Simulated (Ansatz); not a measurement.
Planning a GW calculation on LaGaO3 (R-3c).

The structure is trigonal, space group R-3c (No. 167). Conventional cell: a = 5.543 Å, b = 5.543 Å, c = 13.433 Å, α = 90.00°, β = 90.00°, γ = 120.00°. Nearest to La lie 12 O at 2.47 to 3.08 Å. Nearest to Ga lie 6 O at 1.98 Å. Nearest to O lie 2 Ga at 1.98 Å and 4 La at 2.47 to 3.08 Å. Farther neighbours and most contacts between anions are not listed.

```xyz
10
Lattice="2.7715 1.6001 4.4776 -2.7715 1.6001 4.4776 0.0000 -3.2002 4.4776" Properties=species:S:1:pos:R:3 pbc="T T T"
La    0.0000    0.0000    3.3582
La    0.0000    0.0000   10.0746
Ga    0.0000    0.0000    0.0000
Ga    0.0000    0.0000    6.7164
O     0.3038    1.6001    7.8358
O    -1.5376   -0.5370    7.8358
O     1.2338   -1.0631    7.8358
O    -0.3038   -1.6001    5.5970
O     1.5376    0.5370    5.5970
O    -1.2338    1.0631    5.5970
```

The cell and positions come from the Crystallography Open Database and are kept as given unless a step says otherwise. Spin-orbit coupling is left out unless a run names it.

Runs so far (Ansatz 0.2.0, start r2SCAN, hard PAW files, 4×4×4 mesh). Times are wall times on 1 × NVIDIA H100 80GB HBM3 (shared by 3 runs) with 4 threads of AMD EPYC 7R13 (Zen 3), shared host, good to a factor of about two.

| bands summed | cutoff (eV) | gap on the mesh (eV) | time |
| --- | --- | --- | --- |
| 362 | 110 | 5.605 | 69 s |
| 758 | 190 | 5.665 | 2 min |
| 1250 | 270 | 5.704 | 3.7 min |

What should the next rung give, with 2053 bands and screening to 380 eV, and where is the limit?

The error falls about as one over the bands when the cutoff rises with them. A line through the two highest rungs given predicts 5.727 eV; the run gave 5.742 eV, a miss of 0.015 eV, so the law fails here: the steps don't follow it yet. The two highest rungs put the limit near 5.801 eV, the pair below near 5.763 eV; neither can be trusted until a further rung is run.

Gaps are over the mesh's points; an edge off the mesh would be missed. Limits: not at the basis limit; f levels unsure; no spin-orbit coupling.

[Paths, hosts, dates, memory and timing lines, banners, echoed tables and standing remarks are left out of the program output.]

[Logs are printed without paths, hosts, clocks, repeated set-up lines and the standing remarks that a program may print on its own settings, such as how far it seeks lower states.]

[Runs of the session that timed out or met a known fault of the program may be left out.]

[Cells called generated may have been cut or substituted from an entry of the Crystallography Open Database or the Materials Project.]

[Hosts, paths, dates, database ids (printed as entryN), source tags and the programs' standing remarks are cut or masked in the printed files.]
